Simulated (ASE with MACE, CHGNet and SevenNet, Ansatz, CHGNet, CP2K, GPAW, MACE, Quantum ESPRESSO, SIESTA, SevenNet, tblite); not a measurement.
## Running H11C3IN2 (P2_1/c) (68 atoms) with machine-learned potentials

Aim: run H11C3IN2 (P2_1/c) (68 atoms) in machine-learned potentials and see how near its forces come to a plane-wave reference, and at what cost.

Main program and level: ASE with MACE, CHGNet and SevenNet; the method is named at each step.

### 1. Starting point

The cell holds 68 atoms: 44 H, 12 C, 4 I and 8 N. Cell: a = 5.015 Å, b = 10.147 Å, c = 14.500 Å, α = 90.0°, β = 103.6°, γ = 90.0°. It derives from H11C3IN2 (P2_1/c), repeated 1×1×1. H11C3IN2, space group P2_1/c, structure from the Crystallography Open Database, 1 x 1 x 1 conventional cells; positions as listed; bonds to H set to neutron lengths (C-H 1.089, N-H 1.015, O-H 0.983, B-H 1.19 Å) where the listed ones are shorter. Then every atom was moved at random, 0.03 Å r.m.s. a Cartesian component (hydrogen 0.6 of that).

The yardstick, on the same geometry:

- method: Kohn-Sham DFT, PBE, SSSP efficiency 1.3.0 pseudopotentials, plane waves (Quantum ESPRESSO 7.5); sssp-pbe-1.3.0-efficiency, cutoffs 60/480 Ry, Γ point
- r.m.s. force component: 1.381 eV/Å
- longest force: 6.682 eV/Å
- pressure: 3.688 GPa
- gap (highest filled to lowest empty level): 4.363 eV
- time: 43 s on 2 MPI ranks of Arm Neoverse V2, shared host
- CPU time: 87 s

### 2. MACE MP-0b2 small potential

Method: machine-learned interatomic potential MACE MP-0b2 small, trained on PBE(+U) plane-wave data.

run.py reads:

```python
import numpy as np
from ase.io import read
import mlip  # loads the published weights by name

atoms = read("structure.xyz")
atoms.calc = mlip.calc("mace-mp-0b2-small")
energy = atoms.get_potential_energy()
forces = atoms.get_forces()
print(f"energy {energy:.6f} eV")
print("forces (eV/A)")
for i, (a, f) in enumerate(zip(atoms, forces)):
    print(f"{i:4d} {a.symbol:2s} {f[0]:10.5f} {f[1]:10.5f} {f[2]:10.5f}")
stress = -atoms.get_stress(voigt=False) * 160.21766
print("stress (GPa, compression positive)")
for row in stress:
    print(" ".join(f"{x:10.4f}" for x in row))
```

structure.xyz reads:

```xyz
68
Lattice="5.01520 0.00000 0.00000 0.00000 10.14700 0.00000 -3.40914 0.00000 14.09395" Properties=species:S:1:pos:R:3 pbc="T T T"
H -0.88259 9.49394 4.13249
H 4.14741 4.38168 2.94113
H 2.43981 0.70014 9.93116
H -2.53404 5.75284 11.18750
H 3.15160 0.01076 5.28439
H 0.13662 5.06386 1.74511
H -1.56780 10.13097 8.80703
H 1.42027 5.10983 12.38915
H -0.43663 9.33494 5.73455
H 3.76171 4.28244 1.31158
H 2.07273 0.80760 8.36293
H -2.15551 5.90880 12.81662
H 3.18797 3.65485 4.91259
H 0.12840 8.71840 2.12579
H -1.61626 6.52026 9.17262
H 1.50557 1.47548 11.96435
H -0.38719 4.40299 5.20856
H 3.72278 9.51352 1.84490
H 2.00883 5.69815 8.88920
H -2.13006 0.63561 12.22129
H 2.64965 5.54026 6.11283
H 0.65598 0.49274 0.92766
H -1.06375 4.62663 7.97760
H 0.96585 9.66167 13.16079
H 2.07492 5.70921 4.45947
H 1.21893 0.62800 2.58159
H -0.44564 4.46569 9.61954
H 0.39052 9.54924 11.50870
H -0.83435 6.96723 3.89035
H 4.15179 1.90114 3.18735
H 2.45795 3.21934 10.25448
H -2.56993 8.26443 10.91957
H -0.36637 6.88413 5.56373
H 3.66613 1.81611 1.46394
H 1.98105 3.29006 8.54291
H -2.03790 8.29791 12.60535
H 2.10126 8.19015 4.45510
H 1.16863 3.13339 2.57454
H -0.56030 1.95512 9.64759
H 0.45439 7.02365 11.50940
H 2.53797 8.05662 6.20317
H 0.74818 2.98555 0.85748
H -0.95957 2.09140 7.88796
H 0.87140 7.14998 13.25085
C 2.96228 5.62702 5.08721
C 0.35614 0.55037 1.98936
C -1.36897 4.49766 8.96262
C 1.26610 9.55036 12.14490
C 3.81443 6.86901 4.91132
C -0.44943 1.79460 2.12776
C 2.77122 3.23801 9.13950
C 2.04993 8.34104 11.92616
C 2.97001 8.12886 5.13485
C 0.28827 3.06348 1.88408
C -1.34867 2.02737 8.86524
C 1.24961 7.10676 12.26822
[... 8 atom lines left out ...]
N 3.73261 4.39182 4.69681
N -0.45401 9.49353 2.31690
N -2.16447 5.66050 9.41208
N 2.04790 0.61704 11.74646
```

On the command line:

```bash
$ OMP_NUM_THREADS=1 python run.py > output.txt
```

Output:

```text
energy -347.636538 eV
forces (eV/A)
   0 H     0.55762    0.38077   -1.62053
   1 H    -0.63645    0.63922    1.98577
   2 H    -1.08914   -0.57212    3.56202
   3 H    -0.37145   -0.33570   -0.78195
   4 H    -0.69604    1.42676    0.51698
   5 H     0.78809    1.69599   -0.11134
   6 H     0.86652   -2.04384   -0.28753
   7 H    -0.80786   -1.85882    0.24664
   8 H    -0.67107    0.28131   -0.12958
   9 H    -0.13450    0.30282   -0.05087
  10 H    -0.78177   -0.41980   -0.89245
  11 H    -1.22936   -0.36503   -0.59163
  12 H    -2.03076   -3.64392    1.16959
  13 H     0.36550   -1.62712   -0.54107
  14 H    -0.41978   -0.37750    0.14814
  15 H     0.26285   -0.36913    0.07596
  16 H    -0.45833   -0.51692   -0.13524
  17 H    -2.31148   -0.44458   -1.55736
  18 H    -1.21558    0.27307   -0.65215
  19 H     2.46278    0.33930    1.43779
  20 H    -0.38494   -0.01790    0.88271
  21 H     0.34147   -0.07437   -0.08527
  22 H     0.74397    0.14596   -2.25249
  23 H    -0.54076   -0.08170    1.29266
[...]
60 N     0.75041   -1.98842    1.03289
  61 N    -0.20087   -2.60802   -2.10711
  62 N     1.85618    3.83123   -3.17555
  63 N     2.75474    2.01386    1.50351
  64 N     1.89539    4.58153   -0.85397
  65 N     2.58841    2.14682    2.32836
  66 N     1.96255    0.52767    0.46355
  67 N    -3.01466   -0.20826   -1.31873
stress (GPa, compression positive)
    3.1210    -0.1345    -0.2469
   -0.1345     3.1966    -0.0088
   -0.2469    -0.0088     3.8601
```

Elapsed: 5.6 s, on 1 thread of Arm Neoverse V2, shared host; peak memory 0.67 GiB.

Banners, paths, timers and routine set-up lines are dropped from the logs unmarked, and long logs keep their key lines alone; longer cuts are marked.

Numbers from this run, and their distance from the reference:

* r.m.s. force component: 1.349 eV/Å
* r.m.s. difference of force components: 138.6 meV/Å
* longest difference of force vectors: 542.6 meV/Å
* force difference over r.m.s. force: 10.04 %
* slope of forces against the reference's: 0.9723
* correlation of force components: 0.9951
* pressure: 3.393 GPa
* pressure difference: -0.2951 GPa

Length of the force difference by element (eV/Å):

```csv
element,atoms,mean,most
C,12,0.41,0.54
H,44,0.15,0.26
I,4,0.16,0.20
N,8,0.25,0.39
```

A closer look about C51, which bears the longest force: 9 atoms, nearest first, numbered in the order of the input, with positions taken from that point.

```csv
atom,x,y,z,distance (Å),bonds,Fx,Fy,Fz (eV/Å)
C51,0.00,0.00,0.00,0.00,4,4.51,-0.17,4.36
H35,-0.79,0.05,-0.60,0.99,1,-3.71,0.08,-2.75
H31,-0.31,-0.02,1.11,1.16,1,0.19,-0.04,-1.57
C55,0.90,-1.21,-0.27,1.53,4,-1.62,-0.66,2.48
C47,0.88,1.26,-0.18,1.54,4,-0.83,-0.06,3.01
H43,1.28,-1.15,-1.25,2.13,1,0.67,-0.36,-1.40
H23,1.18,1.39,-1.16,2.16,1,0.74,0.15,-2.25
H39,1.68,-1.28,0.51,2.18,1,-0.24,0.09,-0.55
H27,1.80,1.23,0.48,2.23,1,-0.80,-0.15,-0.58
```

Atoms are counted from 1 here, from 0 in the log.

Forces lie 10 % from the reference's, at 0.065 times its CPU time (on 1 against 2 cores).

### 3. CHGNet r2SCAN potential

Method: machine-learned interatomic potential CHGNet r2SCAN, trained on r2SCAN plane-wave data.

Changes to run.py since step 2:

```diff
@@ -5,3 +5,3 @@
 atoms = read("structure.xyz")
-atoms.calc = mlip.calc("mace-mp-0b2-small")
+atoms.calc = mlip.calc("chgnet-r2scan")
 energy = atoms.get_potential_energy()
```

structure.xyz is that of step 2.

Output:

```text
CHGNet vr2scan initialized with 412,525 parameters
CHGNet will run on cpu
energy -459.304016 eV
forces (eV/A)
   0 H     0.40518    0.23018   -1.07304
   1 H    -0.57647    0.40203    1.53834
   2 H    -1.16530   -0.35256    3.12164
   3 H    -0.28626   -0.15274   -0.31887
   4 H    -0.60948    1.05651    0.32055
   5 H     0.70403    1.28204   -0.13987
   6 H     0.90300   -1.78389   -0.31055
   7 H    -0.76674   -1.46695    0.25892
   8 H    -0.73714    0.25138   -0.42910
   9 H     0.06087    0.27289    0.18511
  10 H    -0.72245   -0.34129   -0.66149
  11 H    -1.34783   -0.35411   -0.90718
  12 H    -2.15125   -3.46236    1.14405
  13 H     0.44909   -1.38995   -0.48104
  14 H    -0.53429   -0.68553    0.19799
  15 H     0.39137   -0.57691   -0.00807
  16 H    -0.59128   -0.35887   -0.18124
  17 H    -2.21395   -0.32939   -1.49144
  18 H    -0.95090    0.15435   -0.56657
  19 H     2.20744    0.21291    1.33271
  20 H    -0.31629   -0.04717    0.65827
  21 H     0.21436   -0.06201    0.17085
  22 H     0.73069    0.12335   -2.02025
  23 H    -0.45548   -0.04106    1.07896
[...]
60 N     0.94707   -1.49598    1.08813
  61 N    -0.34697   -1.98678   -1.78420
  62 N     1.66425    3.26676   -2.76701
  63 N     2.68955    1.62140    1.16228
  64 N     2.19726    4.64239   -0.69583
  65 N     2.31204    2.16547    2.02283
  66 N     1.69241    0.59150    0.40312
  67 N    -2.89644   -0.15455   -1.08628
stress (GPa, compression positive)
    2.5231    -0.0496    -0.3961
   -0.0496     1.5328    -0.0667
   -0.3961    -0.0667     2.3477
```

It took 3.6 s on 1 thread; peak memory 1.4 GiB.

Against the reference:

```yaml
r_m_s_force_component: 1.224 eV/Å
r_m_s_difference_of_force_components: 260.2 meV/Å
longest_difference_of_force_vectors: 857.3 meV/Å
force_difference_over_r_m_s_force: 18.85 %
slope_of_forces_against_the_reference_s: 0.8752
correlation_of_force_components: 0.9872
pressure: 2.135 GPa
pressure_difference: -1.553 GPa
```

Against the first run (10 %), the force difference from the reference is 19 %, at 0.65 times the CPU time; this potential was trained at another functional than the reference's.

### 4. SevenNet l3i5 potential

Method: machine-learned interatomic potential SevenNet l3i5, trained on PBE(+U) plane-wave data.

Changes to run.py since step 3:

```diff
@@ -5,3 +5,3 @@
 atoms = read("structure.xyz")
-atoms.calc = mlip.calc("chgnet-r2scan")
+atoms.calc = mlip.calc("7net-l3i5")
 energy = atoms.get_potential_energy()
```

structure.xyz is that of step 3.

Output:

```text
energy -347.686584 eV
forces (eV/A)
   0 H     0.56972    0.29868   -1.71674
   1 H    -0.66621    0.57197    2.11199
   2 H    -1.11810   -0.46525    3.68014
   3 H    -0.37959   -0.28134   -0.86269
   4 H    -0.74391    1.43880    0.49273
   5 H     0.84755    1.68488   -0.11162
   6 H     0.93319   -2.03075   -0.26778
   7 H    -0.85593   -1.86267    0.23228
   8 H    -0.67494    0.28496   -0.08166
   9 H    -0.11449    0.29150   -0.08589
  10 H    -0.75651   -0.39984   -0.91750
  11 H    -1.24572   -0.38302   -0.56505
  12 H    -2.17205   -3.80263    1.25431
  13 H     0.44901   -1.67252   -0.58577
  14 H    -0.43295   -0.37623    0.10601
  15 H     0.25023   -0.35407    0.10264
  16 H    -0.49558   -0.48467   -0.07743
  17 H    -2.26695   -0.36350   -1.62901
  18 H    -1.18753    0.24152   -0.73863
  19 H     2.45762    0.28027    1.52398
  20 H    -0.37941   -0.01752    0.81635
  21 H     0.37467   -0.09761   -0.01623
  22 H     0.71343    0.12685   -2.17425
  23 H    -0.52840   -0.06037    1.20655
[...]
60 N     0.78128   -1.98529    1.07613
  61 N    -0.21623   -2.64795   -2.17589
  62 N     1.77031    3.62179   -3.26145
  63 N     2.87523    2.00881    1.49275
  64 N     2.21893    4.73265   -1.06865
  65 N     2.29919    2.20324    2.52744
  66 N     1.82011    0.44715    0.69552
  67 N    -2.86231   -0.28384   -1.48864
stress (GPa, compression positive)
    3.1667    -0.1416    -0.3231
   -0.1416     2.7830    -0.0268
   -0.3231    -0.0268     3.5799
```

Elapsed: 8.8 s, on 1 thread; peak memory 1.4 GiB.

Numbers from this run, and their distance from the reference:

```yaml
r_m_s_force_component: 1.339 eV/Å
r_m_s_difference_of_force_components: 123.8 meV/Å
longest_difference_of_force_vectors: 567.7 meV/Å
force_difference_over_r_m_s_force: 8.97 %
slope_of_forces_against_the_reference_s: 0.9664
correlation_of_force_components: 0.9963
pressure: 3.176 GPa
pressure_difference: -0.5112 GPa
```

Against the first run (10 %), the force difference from the reference is 9.0 %, at 1.6 times the CPU time.

### 5. The ladder

Differences are against the plane-wave reference, forces as r.m.s. over components; share is that over the reference's r.m.s. force, slope the least-squares factor from reference forces to these. Total energies of different programs have different zeros and aren't compared.

```csv
run,"Δ force, r.m.s. (meV/Å)",share (%),slope,Δ pressure (GPa),cores,CPU time,memory (GiB)
reference,-,-,-,-,2,87 s,1.3
MACE MP-0b2 small potential,139,10.0,0.972,-0.295,1,5.6 s,0.67
CHGNet r2SCAN potential,260,18.8,0.875,-1.55,1,3.6 s,1.4
SevenNet l3i5 potential,124,8.97,0.966,-0.511,1,8.8 s,1.4
```

Times of the machine-learned potentials are mostly Python's start and the loading of weights.

CPU time is summed over cores on a shared host, where runs went side by side, so it is rough. Symmetry, cutoffs, thresholds, outputs and thread counts weren't matched or tuned between programs; memory under MPI is the largest rank's times the ranks.

A second geometry, displaced anew (every atom was moved at random, 0.04 Å r.m.s. a Cartesian component (hydrogen 0.6 of that)), gives an energy difference that all programs can be tested on. The reference puts it at 14.23 meV/atom.

```csv
run,energy less the first geometry's (meV/atom),error (meV/atom),force share at the second geometry (%)
MACE MP-0b2 small potential,15.77,1.53,9.23
CHGNet r2SCAN potential,13.50,-0.734,17.2
SevenNet l3i5 potential,15.13,0.900,8.34
```

### 6. Summary of results

```
nearest in forces : SevenNet l3i5 potential, 9.0 %
its CPU time      : 8.8 s
```

What this shows: Machine-learned potentials differ by 9.0 % (SevenNet l3i5 potential) to 19 % (CHGNet r2SCAN potential); they were trained on other programs' data, some at another functional. The energy difference between the two geometries, 14.2 meV/atom in the reference, is met best by CHGNet r2SCAN potential (-0.734) and worst by MACE MP-0b2 small potential (+1.53). The reference's pressure holds the uncorrected Pulay stress of its 60 Ry basis, so small pressure differences, and their order, may be the reference's own error. Machine-learned potentials mimic data converged in k, so the reference's own k-point error enters their differences. The cell is under 6 Å thick along one periodic direction, so every atom has periodic images of itself close by, which move with it and show among its neighbours and in g(r). The reference's stress is far from hydrostatic: its diagonal is 5.7, 1.5, 3.9 GPa, compression counted positive. The reference's PBE has no dispersion term, which matters for the binding between molecules or layers. The published positions, changed by the recipe (random displacements or longer bonds to H), lie far from the minimum at this level of theory. The reference's pressure of 3.7 GPa belongs to a cell and atoms that aren't relaxed at this level. The electronic-structure runs sample only Γ, in a cell whose shortest periodic width is 5 Å. Spin–orbit coupling is left out, which matters for the levels of the heavy elements.

[Also dropped from logs without a mark: logging warnings of Python, and SIESTA's first energy breakdown and zero terms.]

[Logs are printed without paths, hosts, clocks, repeated set-up lines and the standing remarks that a program may print on its own settings, such as how far it seeks lower states.]

[Hosts, paths, dates, database ids (printed as entryN), source tags and the programs' standing remarks are cut or masked in the printed files.]
